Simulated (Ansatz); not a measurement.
# The perfect Ta wire along [100], 9 atoms a period

Aim: is the Ta wire along [100], 9 atoms a period a metal or a semiconductor?

Program: Ansatz 0.2.0. Level of theory: DFT PBE, plane waves, PAW; relaxation of a wire's period; PAW set soft_1, in the first sound run; inputs show where later runs differ. Results are calculated unless marked as measured.

## 1. Set-up

The cell holds 9 atoms: 9 Ta. Its edges and angles: a = 13.440 Å, b = 13.440 Å, c = 3.320 Å, α = 90.0°, β = 90.0°, γ = 90.0°. Vacuum lies along a and b. The structure's axis is c.

## 2. The relaxed wire

Band widths follow the bond lengths, so the wire is relaxed first. The atoms and the third cell vector are free; the box across stays fixed as vacuum. A Fermi-Dirac smearing is set since the result may be a metal. The pressure printed is a third of the stress's trace over the whole box, vacuum included; only the stress along the axis is relaxed.

input.yaml reads:

```yaml
crystal:
  lattice:
    - [13.44, 0.0, 0.0]
    - [0.0, 13.44, 0.0]
    - [0.0, 0.0, 3.32]
  atoms:
    - { symbol: Ta, position: [0.25297619, 0.5, 0.0] }
    - { symbol: Ta, position: [0.5, 0.25297619, 0.0] }
    - { symbol: Ta, position: [0.5, 0.5, 0.0] }
    - { symbol: Ta, position: [0.5, 0.74702381, 0.0] }
    - { symbol: Ta, position: [0.74702381, 0.5, 0.0] }
    - { symbol: Ta, position: [0.376488095, 0.376488095, 0.5] }
    - { symbol: Ta, position: [0.376488095, 0.623511905, 0.5] }
    - { symbol: Ta, position: [0.623511905, 0.376488095, 0.5] }
    - { symbol: Ta, position: [0.623511905, 0.623511905, 0.5] }
kpoints:
  mp_grid: { grid: [1, 1, 25] }
scf:
  occupations: { method: fermi_dirac, width: 0.05 }
hamiltonian:
  xc: pbe
  pseudopotentials: { kind: paw, azcp: { folder: soft_1 } }
relax:
  cell: { fix: [a, b, alpha, beta, gamma] }
  max_steps: 45
  f_tol: 0.03
```

Command:

```bash
$ ansatz run input.yaml --threads 4 --pin off --max-ram 16384MiB --backend cpu --events-out ev --progress --plain --runs-dir out
```

Numbers of over 12 decimals in the logs are rounded to 6 here.

What it wrote:

```text
Engine: ansatz 0.2.0, aarch64-unknown-linux-gnu
Pseudopotentials: kind: paw
Pseudopotential: Ta, paw, valence charge 13, recommended cutoff 420 eV (normal), soft_1/Ta.paw.azcp
Functional definition: PBE
  parameter kappa = 0.804
  parameter beta = 0.066725
  exchange = pbe_x(kappa = kappa, mu = beta*pi^2/3)
  correlation = pbe_c(beta = beta)
Crystal: 9 atoms, lattice volume = 599.704 Å³
Basis set: ecut = 420 eV, 11743 PW (Γ), exchange–correlation on 180×180×48 points (8 copies of the dense FFT grid, shifted against one another)
Bands: 71, of which v1, the nominal top of the filled ones, is band 59 counted from 1 (58 counted from 0)
Symmetry: 16 space group operations
Space group: P4/mmm (ITA 123), of the structure as read, at distance tolerance 8.4e-5 Å
k-points: 13 of 25
Non-local potential: Ta, projectors of the file, l = 0: 3, l = 1: 2, l = 2: 2, l = 3: 1
PAW form: soft (Blöchl's): semilocal exchange-correlation on the pseudo side does not see the compensation charge
PAW one-centre angular grid: Ta, 590 points (default); XC on 64 Gauss nodes
Initial density: superposition of atomic densities (neutral atoms: chi_scale 0, normalization atom)
Initial wavefunctions: pseudopotential atomic-orbital guess
Functional: x = pbe(κ = 0.804, μ = 0.219515), c = pbe(β = 0.066725)
SCF iter   1: F=—  HF=-89394.839926 eV  |F-HF|=—  |Δ(HF+E_count)|=         —  Δρ=4.06e-2  dr2=7.61e1  ethr=3.10e-3  ⟨swp⟩=10.5  Hψ=4189  notcnv=0  defer=5
preconditioner: auto → LDOS  [metal: Δε(μ)=0.048 eV  Ē_g=3.872 eV  σ=0.050 eV  W_gap=0.23  n_scr=78 (ndim 8)  ℏωp=10.2 eV  f_vac=0.536  D(μ)=8.88/eV (n_scr^D=36)  β→1.0]
SCF iter   2: F=—  HF=-89389.700547 eV  |F-HF|=—  |Δ(HF+E_count)|=    5.14e0  Δρ=3.93e-2  dr2=7.17e1  ethr=3.10e-3  ⟨swp⟩=7.0  Hψ=3159  notcnv=0  defer=14
SCF iter   3: F=—  HF=-89385.168709 eV  |F-HF|=—  |Δ(HF+E_count)|=    4.53e0  Δρ=8.98e-3  dr2=4.00e0  ethr=3.10e-3  ⟨swp⟩=5.2  Hψ=2526  notcnv=0  defer=5
SCF iter   4: F=—  HF=-89384.743477 eV  |F-HF|=—  |Δ(HF+E_count)|=   4.25e-1  Δρ=3.21e-3  dr2=4.91e-1  ethr=3.10e-3  ⟨swp⟩=3.3  Hψ=1311  notcnv=0  defer=12
SCF iter   5: F=—  HF=-89384.723201 eV  |F-HF|=—  |Δ(HF+E_count)|=   2.03e-2  Δρ=1.42e-3  dr2=6.73e-2  ethr=4.19e-4  ⟨swp⟩=3.8  Hψ=1474  notcnv=0  defer=15
SCF iter   6: F=—  HF=-89384.718505 eV  |F-HF|=—  |Δ(HF+E_count)|=   4.70e-3  Δρ=4.00e-4  dr2=1.99e-3  ethr=5.75e-5  ⟨swp⟩=2.3  Hψ=1314  notcnv=0  defer=10
SCF iter   7: F=—  HF=-89384.718424 eV  |F-HF|=—  |Δ(HF+E_count)|=   8.03e-5  Δρ=1.18e-4  dr2=2.06e-4  ethr=1.70e-6  ⟨swp⟩=3.5  Hψ=1660  notcnv=0  defer=10
SCF iter   8: F=—  HF=-89384.718503 eV  |F-HF|=—  |Δ(HF+E_count)|=   7.85e-5  Δρ=4.98e-5  dr2=8.75e-5  ethr=1.76e-7  ⟨swp⟩=2.2  Hψ=1208  notcnv=0  defer=10
SCF iter   9: F=—  HF=-89384.718613 eV  |F-HF|=—  |Δ(HF+E_count)|=   1.10e-4  Δρ=1.44e-5  dr2=9.80e-6  ethr=7.47e-8  ⟨swp⟩=2.0  Hψ=1075  notcnv=0  defer=10
SCF iter  10: F=—  HF=-89384.718614 eV  |F-HF|=—  |Δ(HF+E_count)|=   4.64e-7  Δρ=4.52e-6  dr2=2.08e-7  ethr=8.37e-9  ⟨swp⟩=2.2  Hψ=1214  notcnv=0  defer=10
SCF iter  11: F=-89384.718614 eV  HF=-89384.718614 eV  |F-HF|=1.60e-8  |Δ(HF+E_count)|=   1.49e-7  Δρ=1.77e-6  dr2=4.83e-8  ethr=8.55e-11  ⟨swp⟩=6.3  Hψ=3549  notcnv=0
SCF 1 converged in 11 iterations: F = -89384.718614 eV  dr2 = 4.83e-8
  greatest PAW one-centre occupation: 0.999 electrons in one spin orbital (limit 2), on the Ta atom at site 2 (counted from 0), in its partial waves of l = 0
relax step   1: F+E_penalty+E_count = -89384.71861396 eV  Δ(F+E_penalty+E_count) = +0.000e0 eV  max|allowed force component| = 1.948e0 eV/Å  Δτ_max = 0.0000 Å  P = -5.267 GPa  Ω = 599.704 Å³  fix = [a, b, alpha, beta, gamma]  reactions: a -4.287, b -4.287 GPa  (11 SCF iters, dr2 threshold 1.00e-7 eV, accepted)
Crystal: 9 atoms, lattice volume = 575.567 Å³
Basis set: ecut = 420 eV, 11271 PW (Γ), exchange–correlation on 180×180×48 points (8 copies of the dense FFT grid, shifted against one another)
Initial density: handed on by an earlier stage of this run
Initial wavefunctions: those handed on with the density
SCF iter   1: F=—  HF=-89386.668124 eV  |F-HF|=—  |Δ(HF+E_count)|=         —  Δρ=1.39e-2  dr2=5.76e0  ethr=3.10e-3  ⟨swp⟩=10.1  Hψ=3739  notcnv=0  defer=1
preconditioner: auto → LDOS  [metal: Δε(μ)=0.057 eV  Ē_g=3.515 eV  σ=0.050 eV  W_gap=0.26  n_scr=86 (ndim 8)  ℏωp=10.4 eV  f_vac=0.575  D(μ)=11.56/eV (n_scr^D=48)  β→1.0]
SCF iter   2: F=—  HF=-89386.283411 eV  |F-HF|=—  |Δ(HF+E_count)|=   3.85e-1  Δρ=7.57e-3  dr2=1.59e0  ethr=3.10e-3  ⟨swp⟩=3.2  Hψ=1574  notcnv=0  defer=19
SCF iter   3: F=—  HF=-89386.164371 eV  |F-HF|=—  |Δ(HF+E_count)|=   1.19e-1  Δρ=1.68e-3  dr2=6.90e-2  ethr=1.36e-3  ⟨swp⟩=2.7  Hψ=1355  notcnv=0  defer=18
SCF iter   4: F=—  HF=-89386.157252 eV  |F-HF|=—  |Δ(HF+E_count)|=   7.12e-3  Δρ=4.41e-4  dr2=1.27e-3  ethr=5.90e-5  ⟨swp⟩=2.5  Hψ=1809  notcnv=0  defer=15
SCF iter   5: F=—  HF=-89386.157990 eV  |F-HF|=—  |Δ(HF+E_count)|=   7.38e-4  Δρ=1.21e-4  dr2=1.40e-4  ethr=1.08e-6  ⟨swp⟩=2.3  Hψ=1597  notcnv=0  defer=15
SCF iter   6: F=—  HF=-89386.158254 eV  |F-HF|=—  |Δ(HF+E_count)|=   2.64e-4  Δρ=3.54e-5  dr2=1.22e-5  ethr=1.19e-7  ⟨swp⟩=2.2  Hψ=1265  notcnv=0  defer=15
SCF iter   7: F=—  HF=-89386.158263 eV  |F-HF|=—  |Δ(HF+E_count)|=   9.04e-6  Δρ=1.31e-5  dr2=3.27e-6  ethr=1.05e-8  ⟨swp⟩=2.6  Hψ=1465  notcnv=0  defer=15
SCF iter   8: F=-89386.158263 eV  HF=-89386.158263 eV  |F-HF|=2.17e-7  |Δ(HF+E_count)|=   4.08e-7  Δρ=4.99e-6  dr2=4.18e-7  ethr=7.69e-10  ⟨swp⟩=5.5  Hψ=3418  notcnv=0
SCF 2 converged in 8 iterations: F = -89386.158263 eV  dr2 = 4.18e-7
relax step   2: F+E_penalty+E_count = -89386.15826278 eV  Δ(F+E_penalty+E_count) = -1.440e0 eV  max|allowed force component| = 3.166e-1 eV/Å  Δτ_max = 0.1943 Å  P = +0.271 GPa  Ω = 575.567 Å³  energy of the carried Pulay correction = +1.364e-3 eV  fix = [a, b, alpha, beta, gamma]  reactions: a +0.742, b +0.742 GPa  (8 SCF iters, dr2 threshold 9.00e-7 eV, accepted)
Crystal: 9 atoms, lattice volume = 552.728 Å³
Basis set: ecut = 420 eV, 10791 PW (Γ), exchange–correlation on 180×180×48 points (8 copies of the dense FFT grid, shifted against one another)
iter 1 solved again at ethr=1.22e-3 eV; its pass at ethr=3.10e-3 eV (dr2=1.43e0 eV) is discarded
SCF iter   1: F=—  HF=-89386.418998 eV  |F-HF|=—  |Δ(HF+E_count)|=         —  Δρ=8.03e-3  dr2=1.45e0  ethr=1.22e-3  ⟨swp⟩=1.9  Hψ=4639  notcnv=0
preconditioner: auto → LDOS  [metal: Δε(μ)=0.088 eV  Ē_g=3.296 eV  σ=0.050 eV  W_gap=0.40  n_scr=78 (ndim 8)  ℏωp=10.6 eV  f_vac=0.557  D(μ)=9.95/eV (n_scr^D=44)  β→1.0]
SCF iter   2: F=—  HF=-89386.372833 eV  |F-HF|=—  |Δ(HF+E_count)|=   4.62e-2  Δρ=4.72e-3  dr2=1.01e0  ethr=1.22e-3  ⟨swp⟩=3.3  Hψ=1468  notcnv=0
SCF iter   3: F=—  HF=-89386.293381 eV  |F-HF|=—  |Δ(HF+E_count)|=   7.95e-2  Δρ=1.31e-3  dr2=4.53e-2  ethr=8.63e-4  ⟨swp⟩=2.5  Hψ=1490  notcnv=0  defer=15
SCF iter   4: F=—  HF=-89386.288925 eV  |F-HF|=—  |Δ(HF+E_count)|=   4.46e-3  Δρ=3.21e-4  dr2=1.28e-3  ethr=3.88e-5  ⟨swp⟩=3.0  Hψ=1615  notcnv=0  defer=15
SCF iter   5: F=—  HF=-89386.288888 eV  |F-HF|=—  |Δ(HF+E_count)|=   3.71e-5  Δρ=9.09e-5  dr2=1.09e-4  ethr=1.09e-6  ⟨swp⟩=2.4  Hψ=1384  notcnv=0  defer=15
SCF iter   6: F=—  HF=-89386.288959 eV  |F-HF|=—  |Δ(HF+E_count)|=   7.12e-5  Δρ=3.39e-5  dr2=1.17e-5  ethr=9.36e-8  ⟨swp⟩=2.4  Hψ=1588  notcnv=0  defer=15
SCF iter   7: F=—  HF=-89386.288960 eV  |F-HF|=—  |Δ(HF+E_count)|=   7.30e-7  Δρ=1.00e-5  dr2=1.05e-6  ethr=1.00e-8  ⟨swp⟩=2.4  Hψ=1604  notcnv=0  defer=15
SCF iter   8: F=-89386.288960 eV  HF=-89386.288961 eV  |F-HF|=4.42e-8  |Δ(HF+E_count)|=   6.64e-7  Δρ=4.23e-6  dr2=2.04e-7  ethr=7.69e-10  ⟨swp⟩=5.2  Hψ=3287  notcnv=0
SCF 3 converged in 8 iterations: F = -89386.288960 eV  dr2 = 2.04e-7
relax step   3: F+E_penalty+E_count = -89386.28896046 eV  Δ(F+E_penalty+E_count) = -1.307e-1 eV  max|allowed force component| = 2.465e-1 eV/Å  Δτ_max = 0.0992 Å  P = -0.040 GPa  Ω = 552.728 Å³  energy of the carried Pulay correction = +2.707e-3 eV  fix = [a, b, alpha, beta, gamma]  reactions: a +0.080, b +0.080 GPa  (8 SCF iters, dr2 threshold 9.00e-7 eV, accepted)
[...]
relax step   4: F+E_penalty+E_count = -89386.32369296 eV  Δ(F+E_penalty+E_count) = -3.473e-2 eV  max|allowed force component| = 4.471e-2 eV/Å  Δτ_max = 0.0656 Å  P = +0.059 GPa  Ω = 541.749 Å³  energy of the carried Pulay correction = +3.372e-3 eV  fix = [a, b, alpha, beta, gamma]  reactions: a +0.021, b +0.021 GPa  (7 SCF iters, dr2 threshold 9.00e-7 eV, accepted)
[...]
relax step   5: F+E_penalty+E_count = -89386.32545982 eV  Δ(F+E_penalty+E_count) = -1.767e-3 eV  max|allowed force component| = 3.874e-2 eV/Å  Δτ_max = 0.0085 Å  P = -0.059 GPa  Ω = 543.807 Å³  energy of the carried Pulay correction = +3.247e-3 eV  fix = [a, b, alpha, beta, gamma]  reactions: a -0.077, b -0.077 GPa  (6 SCF iters, dr2 threshold 1.25e-7 eV, accepted)
[...]
relax step   6: F+E_penalty+E_count = -89386.32628327 eV  Δ(F+E_penalty+E_count) = -8.234e-4 eV  max|allowed force component| = 3.415e-2 eV/Å  Δτ_max = 0.0118 Å  P = -0.046 GPa  Ω = 546.344 Å³  energy of the carried Pulay correction = +3.093e-3 eV  fix = [a, b, alpha, beta, gamma]  reactions: a -0.030, b -0.030 GPa  (7 SCF iters, dr2 threshold 9.38e-8 eV, accepted)
[...]
relax step   7: F+E_penalty+E_count = -89386.32662328 eV  Δ(F+E_penalty+E_count) = -3.400e-4 eV  max|allowed force component| = 3.311e-3 eV/Å  Δτ_max = 0.0021 Å  P = -0.005 GPa  Ω = 546.056 Å³  energy of the carried Pulay correction = +3.110e-3 eV  fix = [a, b, alpha, beta, gamma]  reactions: a -0.002, b -0.002 GPa  (6 SCF iters, dr2 threshold 7.29e-8 eV, accepted)
Initial wavefunctions: pseudopotential atomic-orbital guess (no wavefunctions were taken with the density)
iter 1 solved again at ethr=5.34e-7 eV; its pass at ethr=3.10e-3 eV (dr2=6.24e-4 eV) is discarded
SCF iter   1: F=—  HF=-89386.324071 eV  |F-HF|=—  |Δ(HF+E_count)|=         —  Δρ=8.35e-5  dr2=4.20e-6  ethr=5.34e-7  ⟨swp⟩=4.2  Hψ=6798  notcnv=0
preconditioner: auto → LDOS  [metal: Δε(μ)=0.008 eV  Ē_g=3.332 eV  σ=0.050 eV  W_gap=0.04  n_scr=70 (ndim 8)  ℏωp=10.7 eV  f_vac=0.555  D(μ)=10.77/eV (n_scr^D=48)  β→1.0]
SCF iter   2: F=—  HF=-89386.324180 eV  |F-HF|=—  |Δ(HF+E_count)|=   1.09e-4  Δρ=6.73e-6  dr2=1.16e-7  ethr=3.59e-9  ⟨swp⟩=2.7  Hψ=1761  notcnv=0
SCF iter   3: F=—  HF=-89386.324180 eV  |F-HF|=—  |Δ(HF+E_count)|=   1.55e-8  Δρ=1.80e-6  dr2=4.02e-8  ethr=9.94e-11  ⟨swp⟩=3.0  Hψ=1883  notcnv=0
SCF iter   4: F=—  HF=-89386.324180 eV  |F-HF|=—  |Δ(HF+E_count)|=   5.50e-9  Δρ=5.00e-7  dr2=2.97e-9  ethr=3.44e-11  ⟨swp⟩=2.5  Hψ=1517  notcnv=0
SCF iter   5: F=-89386.324180 eV  HF=-89386.324180 eV  |F-HF|=2.04e-10  |Δ(HF+E_count)|=  5.97e-10  Δρ=1.02e-7  dr2=3.54e-11  ethr=1.00e-12  ⟨swp⟩=4.2  Hψ=4444  notcnv=0
SCF 8 converged in 5 iterations: F = -89386.324180 eV  dr2 = 3.54e-11
relax step   8: F+E_penalty+E_count = -89386.32418026 eV  Δ(F+E_penalty+E_count) = +2.443e-3 eV  max|allowed force component| = 3.132e-3 eV/Å  Δτ_max = 0.0000 Å  P = -0.007 GPa  Ω = 546.056 Å³  fix = [a, b, alpha, beta, gamma]  reactions: a -0.002, b -0.002 GPa  stress off target by 1.57e-2 GPa on what of the cell is left free  SCF on the basis re-selected at this cell (its energy is not comparable with the rows above)  (5 SCF iters)
basis re-selected at this cell: Δ(F+E_penalty+E_count) = +2.443e-3 eV, ΔP = -0.002 GPa vs the last step (what re-selecting the basis moved, of the pressure what is left beyond the Pulay correction that the steps carried, after the strain that the cell walked since its last selection, with what the two solves' SCF thresholds leave and, on support functions, any second-order correction that the steps lacked; it is no m [...]
SCF converged after 5 iterations
Free energy (F): -89386.324180 eV
Harris-Foulkes:  -89386.324180 eV  (|F-HF|=2.04e-10)
Internal energy: -89386.234744 eV  (E = F + TS)
E sigma→0 (E₀):  -89386.279462 eV
Entropy (-TS):   -0.089436 eV (-9.937 meV/atom)
Fermi energy:    2.848636 eV
--- Per-component energies (eV) ---
  E_band       = -2811.439466
  E_kinetic    = 3536.514741
  E_local      = -46132.648858  (includes V_loc(G=0)·N_el)
  E_nonlocal   = -97.544184
  E_hartree    = 21447.792296
  E_xc         = -2880.373015
  E_vxc        = -2087.845598  (∫ρ·V_xc dr)
  E_paw        = -74740.528924  (= ΣΔE_a)
  E_vpaw       = -925.501422  (= ΣTr[D̂ρ^β])
  E_aug_tail   = 0.000849  (compensation charges beyond the density's cutoff)
  E_ewald      = 9480.552351
  E_smearing   = -0.089436  (= −TS)
  E_closure    = 0.000000  (closes the sum)
  Σ components = -89386.324180   (vs F -89386.324180, Δ=0.00e0)
--- Forces (eV/Å), atoms counted from 1 ---
  atom   1  Ta     0.00313228     0.00000000     0.00000000
  atom   2  Ta    -0.00000000     0.00313228     0.00000000
  atom   3  Ta    -0.00000000     0.00000000     0.00000000
  atom   4  Ta    -0.00000000    -0.00313228     0.00000000
  atom   5  Ta    -0.00313228    -0.00000000     0.00000000
  atom   6  Ta     0.00101381     0.00101381     0.00000000
  atom   7  Ta     0.00101381    -0.00101381     0.00000000
  atom   8  Ta    -0.00101381     0.00101381     0.00000000
  atom   9  Ta    -0.00101381    -0.00101381     0.00000000
  max |Σ_I F_I| component: 8.67e-19 eV/Å
--- Stress (GPa, compression-positive) ---
       -0.002120       0.000000       0.000000
        0.000000      -0.002120       0.000000
        0.000000       0.000000      -0.015653
  P = ⅓ Tr σ = -0.0066 GPa (-0.066 kbar)
--- Relaxed structure (7 steps of the walk, 7 accepted, 1 SCFs on fresh bases) ---
  F+E_penalty+E_count = -89386.32418026 eV   max|allowed force component| = 3.132e-3 eV/Å   (the final SCF, on the basis selected at the relaxed cell)
  cell:  # Å, volume = 546.0558 Å³
    - [13.44, 0.0, 0.0]
    - [0.0, 13.44, 0.0]
    - [0.0, 0.0, 3.023002]
  atoms:
    - { symbol: Ta, position: [0.258105, 0.500000, 0.0] }
    - { symbol: Ta, position: [0.500000, 0.258105, 0.0] }
    - { symbol: Ta, position: [0.500000, 0.500000, 0.0] }
    - { symbol: Ta, position: [0.500000, 0.741895, 0.0] }
    - { symbol: Ta, position: [0.741895, 0.500000, 0.0] }
    - { symbol: Ta, position: [0.375539, 0.375539, 0.5] }
    - { symbol: Ta, position: [0.375539, 0.624461, 0.5] }
    - { symbol: Ta, position: [0.624461, 0.375539, 0.5] }
    - { symbol: Ta, position: [0.624461, 0.624461, 0.5] }
```

It took 83 s on 4 threads of Arm Neoverse V1, shared host; peak memory 1.4 GiB.

Relaxation path:

| step | energy less that of the first step (eV) | largest force component (eV/Å) | pressure (GPa) | volume (Å³) |
| --- | --- | --- | --- | --- |
| 1 | 0.0000 | 1.9477 | -5.27 | 599.70 |
| 2 | -1.4396 | 0.3166 | 0.27 | 575.57 |
| 3 | -1.5703 | 0.2465 | -0.04 | 552.73 |
| 4 | -1.6051 | 0.0447 | 0.06 | 541.75 |
| 5 | -1.6068 | 0.0387 | -0.06 | 543.81 |
| 6 | -1.6077 | 0.0341 | -0.05 | 546.34 |
| 7 | -1.6080 | 0.0033 | 0.00 | 546.06 |
| 8* | -1.6056 | 0.0031 | -0.01 | 546.06 |

Relaxation steps marked * repeat the geometry before them on a plane-wave basis chosen anew for their cell, so energy and pressure can jump there.

The run keeps the 16 symmetry operations that it works with, so distortions that break them were not tested.

| cell as run | before | after | change |
| --- | --- | --- | --- |
| c (Å) | 3.320 | 3.023 | -8.9 % |

The atoms that moved most (Å, along periodic axes as changes of fractional coordinates times the final cell, across vacuum about the mean position):

| atom | dx | dy | dz | length |
| --- | --- | --- | --- | --- |
| Ta1 | 0.069 | 0.000 | 0.000 | 0.069 |
| Ta2 | 0.000 | 0.069 | 0.000 | 0.069 |
| Ta4 | 0.000 | -0.069 | 0.000 | 0.069 |
| Ta5 | -0.069 | 0.000 | 0.000 | 0.069 |
| Ta7 | -0.013 | 0.013 | 0.000 | 0.018 |
| Ta6 | -0.013 | -0.013 | 0.000 | 0.018 |
| Ta8 | 0.013 | -0.013 | 0.000 | 0.018 |
| Ta9 | 0.013 | 0.013 | 0.000 | 0.018 |

Numbers from this step:

| Item | Value |
| --- | --- |
| energy at zero smearing | -89386.2795 eV |
| cell length along the wire | 3.023 Å |

The cell's length comes to 3.023 Å with spin left out.

## 3. The perfect wire

This step: DFT PBE, plane waves, PAW; bands of a perfect wire; PAW set soft_1 (Ansatz 0.2.0).

At the relaxed period the bands are computed along the axis; those that cross an energy going forward count the channels that a perfect wire would open there.

input.yaml reads:

```yaml
crystal:
  lattice:
    - [13.44, 0.0, 0.0]
    - [0.0, 13.44, 0.0]
    - [0.0, 0.0, 3.0230021233]
  atoms:
    - { symbol: Ta, position: [0.25810525, 0.5, 0.0] }
    - { symbol: Ta, position: [0.5, 0.25810525, 0.0] }
    - { symbol: Ta, position: [0.5, 0.5, 0.0] }
    - { symbol: Ta, position: [0.5, 0.74189475, 0.0] }
    - { symbol: Ta, position: [0.74189475, 0.5, 0.0] }
    - { symbol: Ta, position: [0.375539006, 0.375539006, 0.5] }
    - { symbol: Ta, position: [0.375539006, 0.624460994, 0.5] }
    - { symbol: Ta, position: [0.624460994, 0.375539006, 0.5] }
    - { symbol: Ta, position: [0.624460994, 0.624460994, 0.5] }
kpoints:
  mp_grid: { grid: [1, 1, 27] }
  band_path: { path: ["Γ", Z], npoints: 90 }
scf:
  occupations: { method: fermi_dirac, width: 0.05 }
hamiltonian:
  xc: pbe
  pseudopotentials: { kind: paw, azcp: { folder: soft_1 } }
output:
  dos: { e_range: [-5, 4] }
  write_potential: true
  write_density: true
  volumetric_format: npy
```

What it wrote:

```text
[...]
Crystal: 9 atoms, lattice volume = 546.056 Å³
Basis set: ecut = 420 eV, 10647 PW (Γ)
Bands: 71, of which v1, the nominal top of the filled ones, is band 59 counted from 1 (58 counted from 0)
[... 1 set-up line as in the run before ...]
[...]
k-points: 14 of 27
[...]
SCF iter   1: F=—  HF=-89397.256039 eV  |F-HF|=—  |Δ(HF+E_count)|=         —  Δρ=4.28e-2  dr2=8.10e1  ethr=3.10e-3  ⟨swp⟩=10.6  Hψ=4902  notcnv=0  defer=1
[...]
SCF iter  12: F=-89386.325313 eV  HF=-89386.325313 eV  |F-HF|=1.77e-8  |Δ(HF+E_count)|=   2.24e-9  Δρ=6.90e-7  dr2=2.10e-8  ethr=8.55e-11  ⟨swp⟩=2.0  Hψ=1378  notcnv=0
SCF 1 converged in 12 iterations: F = -89386.325313 eV  dr2 = 2.10e-8
[...]
NSCF: frozen V_eff on 91 k-points
WARN: The output density's exchange-correlation potential varies sharply where the density is thin. Do not read a vacuum level from v_tot or v_xc, or from such a field of the output density. On a cell that repeats whose density bears no net charge and no dipole along the vacuum's axis use v_es (v_loc + v_h of the components); under efield.dipole_correction with no amplitude use v_es + v_field, which holds any externa [...]
SCF converged after 12 iterations
Free energy (F): -89386.325313 eV
[...]
Internal energy: -89386.239521 eV  (E = F + TS)
E sigma→0 (E₀):  -89386.282417 eV
Entropy (-TS):   -0.085792 eV (-9.532 meV/atom)
Fermi energy:    2.847308 eV
[...]
--- Band table (eV; the first three rows and the last of 14) ---
  k-point 0: bands = [... 55 lower, 2.8575, 3.0477, 3.0477, 3.0724, 3.0872, 3.1357, 3.3638, 3.8230, ... 8 higher]
  k-point 1: bands = [... 55 lower, 2.8074, 2.9232, 3.0757, 3.1199, 3.1199, 3.2004, 3.4965, 3.8220, ... 8 higher]
  k-point 2: bands = [... 55 lower, 2.6679, 2.6791, 3.0308, 3.1727, 3.1727, 3.3577, 3.6687, 3.8160, ... 8 higher]
  k-point 13: bands = [... 55 lower, 2.1815, 2.7415, 2.7415, 3.1511, 3.2114, 3.4278, 3.7600, 3.7600, ... 8 higher]
```

The job ended after 51 s (4 threads; peak memory 2.1 GiB; 3.3 min of CPU time).

This step gave:

* energy at zero smearing: -89386.2824 eV
* band gap: 0 eV

The electronic bands at the labelled points (eV, zero at the Fermi level):

| point | band 56 | band 57 | band 58 | band 59 | band 60 | band 61 | band 62 | band 63 |
| --- | --- | --- | --- | --- | --- | --- | --- | --- |
| Γ | 0.01 | 0.20 | 0.20 | 0.23 | 0.24 | 0.29 | 0.52 | 0.98 |
| halfway | -0.74 | -0.49 | -0.47 | -0.47 | -0.10 | 0.03 | 0.32 | 0.57 |
| Z | -0.67 | -0.09 | -0.09 | 0.31 | 0.38 | 0.59 | 0.92 | 0.92 |

Between Γ and Z the bands cross the Fermi level 11 times, so a perfect wire would conduct at least 11 G₀, with spin left out.

## 4. What came out

| Item | Value |
| --- | --- |
| cell length, PBE | 3.023 Å |
| ballistic conductance by band crossings, a lower bound, PBE | 11 G₀ |

Under PBE the cell's length is 3.02 Å, and the bands cross the Fermi level 11 times between Γ and Z, which gives a perfect wire at least 11 G₀ (opposite crossings within one step of the path cancel in such a count). No spin was allowed, though thin wires with open d shells can turn magnetic. Spin-orbit coupling is left out, which matters for the bands of heavy atoms.

[Logs are printed without paths, hosts, clocks, repeated set-up lines and the standing remarks that a program may print on its own settings, such as how far it seeks lower states.]

[Hosts, paths, dates, database ids (printed as entryN), source tags and the programs' standing remarks are cut or masked in the printed files.]
